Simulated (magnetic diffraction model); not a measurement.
# SrMn3Cd2O9: what an assumed order does to the neutron pattern

Space group P6_3/mmc (no. 194), a = 5.4520 Å, c = 12.8520 Å.

| site | atom | x | y | z |
| --- | --- | --- | --- | --- |
| 4f | Cd | 2/3 | 1/3 | 0.5901 |
| 2b | Sr | 0 | 0 | 1/4 |
| 4f | Mn | 2/3 | 1/3 | 0.3441 |
| 2a | Mn | 0 | 0 | 1/2 |
| 12k | O | 0.1601 | 0.8399 | 0.5812 |
| 6h | O | 0.5100 | 0.4900 | 1/4 |

The compound is invented for this exercise: a known structure type with other elements, its cell scaled to their sizes and not relaxed.

Only Mn is taken to order (form factors of Mn4+); orders and moment sizes are assumed, and not adapted to the symmetry. Radiation: neutrons of λ = 1.594 Å (absorption by Cd left out), 1.5° to 60°; isotropic B of 0.24 Å² (Cd), 0.24 Å² (Sr), 0.37 Å² (Mn) and 0.37 Å² (O). Simulated constant-wavelength pattern: nuclear and magnetic terms add, the magnetic one as |2.695 fm × Σ f S⊥ exp(2πi Q·r) exp(−B s²)|², summed over all Q at one angle with the factor 1/(sin²θ cos θ). For a modulated order the moment at position r is S exp(−2πi k·r) + c.c., with S = m/2 for a sine wave of amplitude m and S = m(u + iv)/2 for moments turning in a plane, u and v being orthogonal unit vectors in it; the phase factor of the sum at Q = H + k is then exp(2πi H·r). Free-ion form factors, Sears's scattering lengths of 1992, no absorption; a label names one of the reflections at its angle. The strongest nuclear line in the range is 100, and lines under 0.2 are left out.

Assume the order k = (0 0 1/6), moments turning in the plane of [100] and [010], 1.34 μB on Mn; signs + at (2/3, 1/3, 0.3441), + at (1/3, 2/3, 0.6559), + at (1/3, 2/3, 0.8441), + at (2/3, 1/3, 0.1559), − at (0, 0, 1/2), + at (0, 0, 0).

Q: Where does magnetic intensity appear, and how strong is it?

| 2θ (°) | index | nuclear | magnetic |
| --- | --- | --- | --- |
| 5.92 | (0 0 5/6) | 0.0 | 3.1 |
| 8.30 | (0 0 7/6) | 0.0 | 1.5 |
| 13.06 | (0 0 11/6) | 0.0 | 0.3 |
| 14.25 | (0 0 2) | 0.7 | 0.0 |
| 15.44 | (0 0 13/6) | 0.0 | 0.2 |
| 19.44 | (1 0 0) | 1.9 | 0.0 |
| 19.47 | (1 0 1/6) | 0.0 | 0.7 |
| 20.24 | (0 0 17/6) | 0.0 | 0.2 |
| 20.34 | (1 0 5/6) | 0.0 | 2.2 |
| 20.72 | (1 0 1) | 3.8 | 0.0 |
| 21.16 | (1 0 7/6) | 0.0 | 2.1 |
| 24.18 | (1 0 2) | 3.6 | 0.0 |
| 27.50 | (0 0 23/6) | 0.0 | 0.2 |
| 28.20 | (1 0 17/6) | 0.0 | 0.5 |
| 28.73 | (0 0 4) | 0.3 | 0.0 |
| 29.10 | (1 0 3) | 0.5 | 0.0 |
| 30.02 | (1 0 19/6) | 0.0 | 0.4 |
| 34.00 | (1 1 0) | 5.9 | 0.0 |
| 34.02 | (1 1 1/6) | 0.0 | 0.7 |
| 34.92 | (1 0 4) | 2.5 | 0.0 |
| 37.03 | (1 1 2) | 1.4 | 0.0 |
| 39.94 | (2 0 5/6) | 0.0 | 0.3 |
| 40.15 | (2 0 1) | 40.2 | 0.0 |
| 40.24 | (1 0 29/6) | 0.0 | 0.7 |
| 40.40 | (2 0 7/6) | 0.0 | 0.3 |
| 41.35 | (1 0 5) | 6.7 | 0.0 |
| 42.16 | (2 0 2) | 100.0 | 0.0 |
| 42.47 | (1 0 31/6) | 0.0 | 0.6 |
| 43.69 | (0 0 6) | 59.9 | 0.0 |
| 44.27 | (1 1 23/6) | 0.0 | 0.2 |
| 45.09 | (1 1 4) | 0.2 | 0.0 |
| 45.34 | (2 0 3) | 84.1 | 0.0 |
| 48.23 | (1 0 6) | 0.9 | 0.0 |
| 49.53 | (2 0 4) | 37.9 | 0.0 |
| 53.43 | (2 1 5/6) | 0.0 | 0.2 |
| 53.60 | (2 1 1) | 3.9 | 0.0 |
| 53.67 | (2 0 29/6) | 0.0 | 0.2 |
| 53.80 | (2 1 7/6) | 0.0 | 0.2 |
| 54.57 | (2 0 5) | 6.4 | 0.0 |
| 55.23 | (2 1 2) | 4.1 | 0.0 |
| 55.52 | (1 0 7) | 0.2 | 0.0 |
| 56.48 | (1 1 6) | 3.8 | 0.0 |
| 57.87 | (2 1 3) | 1.7 | 0.0 |

The strongest magnetic line in the range is (0 0 5/6) at 5.92° (3.1). Below the range, at 1.18°, lies the magnetic line (0 0 1/6) with 311. On top of the Lorentz factor, which all lines share, magnetic lines fade with angle because f falls: for Mn4+ it is 0.92, 0.73, 0.50 and 0.17 at sin θ/λ = 0.1, 0.2, 0.3 and 0.5 Å⁻¹, while nuclear lengths stay constant. The order has no net moment.
